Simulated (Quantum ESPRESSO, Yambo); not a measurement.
# A GW chain in Yambo: SrTiO3 (Tausonite), part 2 of 3

Aim: the G0W0 gap of SrTiO3 (Tausonite) on PBE, step by step.

Quantum ESPRESSO 7.5 and Yambo 5.3.0; PBE and many-body steps on it, plane waves. Known limits of the many-body steps: not at the basis limit; no spin-orbit coupling; coarse k mesh.

So far. Step 2 (Ground state): The gap is indirect, with the least direct gap 0.36 eV higher. Step 3 (Bands along the symmetry lines): The gap is 1.908 eV, as in the run before at this level.

## Step 4: Empty states on the mesh, 4×4×4 mesh, 402 bands

Level of this step: DFT, PBE, plane waves, norm-conserving pseudopotentials (Quantum ESPRESSO).

The sums over transitions need many empty states on a uniform mesh; this step solves for them.

pw.in

```
&control
  calculation = 'nscf'
  prefix = 'x'
  outdir = 'o'
  pseudo_dir = 'pseudo'
/
&system
  ibrav = 0
  nat = 5
  ntyp = 3
  ecutwfc = 76.0
  nbnd = 402
  force_symmorphic = .true.
/
&electrons
  conv_thr = 1e-9
  electron_maxstep = 80
  diago_full_acc = .true.
  diago_thr_init = 5e-6
/
ATOMIC_SPECIES
  Sr 87.62 Sr.upf
  Ti 47.867 Ti.upf
  O 15.999 O.upf
CELL_PARAMETERS angstrom
  3.9052800000 0.0000000000 0.0000000000
  0.0000000000 3.9052800000 0.0000000000
  0.0000000000 0.0000000000 3.9052800000
ATOMIC_POSITIONS crystal
  Sr 0.5000000000 0.5000000000 0.5000000000
  Ti 0.0000000000 0.0000000000 0.0000000000
  O 0.5000000000 0.0000000000 0.0000000000
  O 0.0000000000 0.5000000000 0.0000000000
  O 0.0000000000 0.0000000000 0.5000000000
K_POINTS automatic
  4 4 4 0 0 0
```

Run with:

```sh
OMP_NUM_THREADS=1 mpirun -n 4 pw.x -nk 4 -in pw.in > pw.out
```

The log of the run:

```text
[banner, memory and clock lines left out]
Program PWSCF v.7.5 starts

     Atomic positions and unit cell read from directory:
     o/x.save/

     Message from routine setup:
     using ibrav=0 with symmetry is DISCOURAGED, use correct ibrav instead

     G-vector sticks info

     bravais-lattice index     =            0
     lattice parameter (alat)  =       7.3799  a.u.
     unit-cell volume          =     401.9325 (a.u.)^3
     number of atoms/cell      =            5
     number of atomic types    =            3
     number of electrons       =        40.00
     number of Kohn-Sham states=          402
     kinetic-energy cutoff     =      76.0000  Ry
     charge density cutoff     =     304.0000  Ry
     Exchange-correlation= PBE
                           (   1   4   3   4   0   0   0)

     celldm(1)=   7.379910  celldm(2)=   0.000000  celldm(3)=   0.000000
     celldm(4)=   0.000000  celldm(5)=   0.000000  celldm(6)=   0.000000

     crystal axes: (cart. coord. in units of alat)
               a(1) = (   1.000000   0.000000   0.000000 )
               a(2) = (   0.000000   1.000000   0.000000 )
               a(3) = (   0.000000   0.000000   1.000000 )

     reciprocal axes: (cart. coord. in units 2 pi/alat)
               b(1) = (  1.000000  0.000000  0.000000 )
               b(2) = (  0.000000  1.000000  0.000000 )
               b(3) = (  0.000000  0.000000  1.000000 )
     Pseudo is Norm-conserving + core correction, Zval = 10.0
     Generated using ONCVPSP code by D. R. Hamann
     Using radial grid of 1834 points,  6 beta functions with:
     Pseudo is Norm-conserving + core correction, Zval = 12.0
     Generated using ONCVPSP code by D. R. Hamann
     Using radial grid of 1586 points,  6 beta functions with:
     Pseudo is Norm-conserving + core correction, Zval =  6.0
     Generated using ONCVPSP code by D. R. Hamann
     Using radial grid of  936 points,  5 beta functions with:
     Sr               10.00    87.62000     Sr( 1.00)
     Ti               12.00    47.86700     Ti( 1.00)
     O                 6.00    15.99900     O ( 1.00)

     48 Sym. Ops., with inversion, found

   Cartesian axes

     site n.     atom                  positions (alat units)
         1        Sr     tau(   1) = (   0.5000000   0.5000000   0.5000000  )
         2        Ti     tau(   2) = (   0.0000000   0.0000000   0.0000000  )
         3        O      tau(   3) = (   0.5000000   0.0000000   0.0000000  )
         4        O      tau(   4) = (   0.0000000   0.5000000   0.0000000  )
         5        O      tau(   5) = (   0.0000000   0.0000000   0.5000000  )

     number of k points=    10
                       cart. coord. in units 2pi/alat
        k(    1) = (   0.0000000   0.0000000   0.0000000), wk =   0.0312500
        k(    2) = (   0.0000000   0.0000000   0.2500000), wk =   0.1875000
        k(    3) = (   0.0000000   0.0000000  -0.5000000), wk =   0.0937500
[...]
k(    9) = (   0.2500000  -0.5000000  -0.5000000), wk =   0.1875000
        k(   10) = (  -0.5000000  -0.5000000  -0.5000000), wk =   0.0312500

     Dense  grid:    36041 G-vectors     FFT dimensions: (  45,  45,  45)

     The potential is recalculated from file :
     o/x.save/charge-density

     Starting wfcs are   27 randomized atomic wfcs +  375 random wfcs

     Band Structure Calculation

     End of band structure calculation

          k = 0.0000 0.0000 0.0000 (  4457 PWs)   bands (ev):

   -46.3527 -22.6721 -22.6271 -22.6271 -22.6271  -7.3121  -6.3299  -6.3299
    -4.6610  -4.6610  -4.6610   7.2355   7.2355   7.2355   8.8811   8.8811
     8.8811   9.6918   9.6918   9.6918  11.9546  11.9546  11.9546  14.4348
[...]
[... 39 further rows ...]
[...]
195.1196 195.1196

          k = 0.0000 0.0000 0.2500 (  4504 PWs)   bands (ev):

[...]
[... 39 further rows ...]
[...]
195.5313 196.0304

          k = 0.0000 0.0000-0.5000 (  4484 PWs)   bands (ev):

[...]
54.5449  54.7979  54.8855  54.8855  55.5068  56.1918  56.1918  57.6651
     [... 39 further rows ...]
   193.5606 193.6019 193.6047 193.6669 193.6669 194.1554 194.5894 194.6985
   194.8577 194.8577

          k = 0.0000 0.2500 0.2500 (  4514 PWs)   bands (ev):

     [... further k-points ...]

     highest occupied, lowest unoccupied level (ev):    10.0469   11.9546

     XML data file, pseudopotentials, collected wavefunctions
```

It took 71 s on 4 MPI ranks of Intel Xeon 6975P-C (Granite Rapids), shared host; peak memory 0.93 GiB.

This step gave:

- gap: 1.908 eV
- k of the valence top: -0.5, -0.5, -0.5
- k of the conduction bottom: 0, 0, 0
- least direct gap: 2.263 eV
- k points computed: 10
- lowest point of the top converged band, above the valence top: 184.8108 eV

On this mesh the gap is 1.908 eV.

## Step 5: Conversion and set-up

This step: Yambo 5.3.0; conversion and set-up on PBE, plane waves, norm-conserving pseudopotentials.

The states are converted to the many-body program's format and the q mesh is built.

Run with:

```sh
(cd o/x.save; p2y > p2y.log; mv SAVE ../..); yambo > setup.log
```

The log of the run:

```text
 Yambo, version 5.3.0

 [02] CORE Variables Setup
 =========================

  [02.01] Unit cells
  ==================

  Cell kind             :  CUB
  Atoms in the cell     :  Sr  Ti  O
  number of Sr atoms    :  1
  number of Ti atoms    :  1
  number of O  atoms    :  3

  List of atomic masses
  Mass of Sr    :  87.62000
  Mass of Ti    :  47.86700
  Mass of O     :  15.99900

  List of atomic coordinates    : [cc]
  Sr1       :  3.689955  3.689955  3.689955  order 1
  Ti1       :  0.000000  0.000000  0.000000  order 2
  O1       :  3.689955  0.000000  0.000000  order 3
  O2       :  0.000000  3.689955  0.000000  order 4
  O3       :  0.000000  0.000000  3.689955  order 5

  Alat factors          :  7.379910  7.379910  7.379910 [a.u.]
  Direct lattice volume :  401.9325 [a.u.]
  Direct lattice vectors:  A[ 1 ]  A[ 2 ]  A[ 3 ]
   A[ 1 ]:  1.000000  0.000000  0.000000  [iru]
   7.379910  0.000000  0.000000  [cc]
   A[ 2 ]:  0.000000  1.000000  0.000000  [iru]
   0.000000  7.379910  0.000000  [cc]
   A[ 3 ]:  0.000000  0.000000  1.000000  [iru]
   0.000000  0.000000  7.379910  [cc]

  Recip. lattice volume :  0.617144 [a.u.]
  Recip. lattice vectors:  B[ 1 ]  B[ 2 ]  B[ 3 ]
   B[ 1 ]:  1.000000  0.000000  0.000000  [iku]
   0.851391  0.000000  0.000000  [cc]
   B[ 2 ]:  0.000000  1.000000  0.000000  [iku]
   0.000000  0.851391  0.000000  [cc]
   B[ 3 ]:  0.000000  0.000000  1.000000  [iku]
   0.000000  0.000000  0.851391  [cc]

  [02.02] Symmetries
  ==================

  Inversion symmetry    : yes
  Spatial inversion     : yes
  Inversion index       :  25
  K-space Time-reversal : no
  Magnetic symmetries   : no
  Group table correct   : yes
  Symmetries units      :  [cc]

   [S  1]:  1.000000  0.000000  0.000000  0.000000  1.000000  0.000000  0.000000  0.000000  1.000000
   [S  2]: -1.000000  0.000000  0.000000  0.000000 -1.000000  0.000000  0.000000  0.000000  1.000000
   [S  3]: -1.000000  0.000000  0.000000  0.000000  1.000000  0.000000  0.000000  0.000000 -1.000000
[...]
[... 36 further rows ...]
   [S 47]:  0.000000  1.000000  0.000000  0.000000  0.000000 -1.000000  1.000000  0.000000  0.000000
   [S 48]:  0.000000 -1.000000  0.000000  0.000000  0.000000  1.000000  1.000000  0.000000  0.000000

  [02.03] Reciprocal space
  ========================

  nG shells         :   352
  nG charge         :   36041
  nG WFs            :   5739
  nC WFs            :   4632
  G-vecs. in first 35 shells:  [ Number ]
     1    7   19   27   33   57   81   93  123
    147   171   179   203   251   257   305   341   365
    389   437   461   485   515   587   619   691   739
    751   799   847   895   925   949  1021  1045
  ...
  Shell energy in first 35 shells:  [ mHa ]
    0.00000      362.433      724.866      1087.30      1449.73      1812.16      2174.60      2899.46      3261.90
[...]
Grid dimensions      :   4   4   4
  K lattice UC volume  :  0.009643 [a.u.]

  IBZ K-points                                      :  10
  BZ  K-points                                      :   64

  K/Q-points units:
  rlu = crystal or reduced units; cc = cartesian coordinates; iku = interal k-units

  K [ 1]         [rlu]:  0.000000  0.000000  0.000000
         WF components:   4457
  K [ 2]         [rlu]:  0.000000  0.000000  0.250000
         WF components:   4504
  K [ 3]         [rlu]:  0.000000  0.000000 -0.500000
         WF components:   4484
[...]
K [ 8]         [rlu]:  0.250000  0.250000 -0.500000
[...]
K [ 9]         [rlu]:  0.250000 -0.500000 -0.500000
         WF components:   4524
  K [10]         [rlu]: -0.500000 -0.500000 -0.500000
         WF components:   4632

  [02.05] Energies & Occupations
  ==============================

  [X] === General ===
  [X] Electronic Temperature                        :  0.000000  0.000000 [eV K]
  [X] Bosonic    Temperature                        :  0.000000  0.000000 [eV K]
  [X] Finite Temperature mode                       : no
  [X] El. density                                   :  0.67159E+24 [cm-3]
  [X] Fermi Level                                   :  10.04689 [eV]

  [X] === Gaps and Widths ===
  [X] Conduction Band Min                           :  1.907663 [eV]
  [X] Valence Band Max                              :  0.000000 [eV]
  [X] Filled Bands                                  :  20
  [X] Empty Bands                                   :    21   402
  [X] Direct Gap                                    :  2.262791 [eV]
  [X] Direct Gap localized at k                     :  1
  [X] Indirect Gap                                  :  1.907663 [eV]
  [X] Indirect Gap between kpts                     :  10   1
  [X] Last valence band width                       :  0.731989 [eV]
  [X] 1st conduction band width                     :  2.609048 [eV]

  E @ K [ 1]:  [eV]
  -56.39953 -32.71903 -32.67394 -32.67394 -32.67394 -17.35894 -16.37680 -16.37680
[...]
occ @ K [ 1]
[...]
E @ K [ 2]:  [eV]
[...]
occ @ K [ 2]
[...]
E @ K [ 3]:  [eV]
[...]
occ @ K [ 3]
[...]
E @ K [ 8]:  [eV]
[...]
occ @ K [ 8]
[...]
E @ K [ 9]:  [eV]
[...]
occ @ K [ 9]
[...]
E @ K [10]:  [eV]
[...]
occ @ K [10]
[...]
0.000000  0.000000  0.000000  0.000000  0.000000  0.000000  0.000000  0.000000
   0.000000  0.000000  0.000000  0.000000  0.000000  0.000000  0.000000  0.000000

 [03] Transferred momenta grid and indexing
 ==========================================

 IBZ Q-points                                      :  10
 BZ  Q-points                                      :   64

 K/Q-points units:
 rlu = crystal or reduced units; cc = cartesian coordinates; iku = interal k-units

 Q [ 1]         [rlu]:  0.000000  0.000000  0.000000
 Q [ 2]         [rlu]:  0.000000  0.000000  0.250000
 Q [ 3]         [rlu]:  0.000000  0.000000 -0.500000
[...]
Q [ 8]         [rlu]:  0.250000  0.250000 -0.500000
 Q [ 9]         [rlu]:  0.250000 -0.500000 -0.500000
 Q [10]         [rlu]: -0.500000 -0.500000 -0.500000

  [03.01] X indexes
  =================

   [03.01.01] Sigma indexes
   ========================

 [06] Game Over & Game summary
```

It took 3.6 s on 1 MPI rank; peak memory 0.25 GiB.

(Continued in part 3 of 3.)

[Paths, hosts, dates, memory and timing lines, banners, echoed tables and standing remarks are left out of the program output.]

[Logs are printed without paths, hosts, clocks, repeated set-up lines and the standing remarks that a program may print on its own settings, such as how far it seeks lower states.]

[Runs of the session that timed out or met a known fault of the program may be left out.]

[Hosts, paths, dates, database ids (printed as entryN), source tags and the programs' standing remarks are cut or masked in the printed files.]
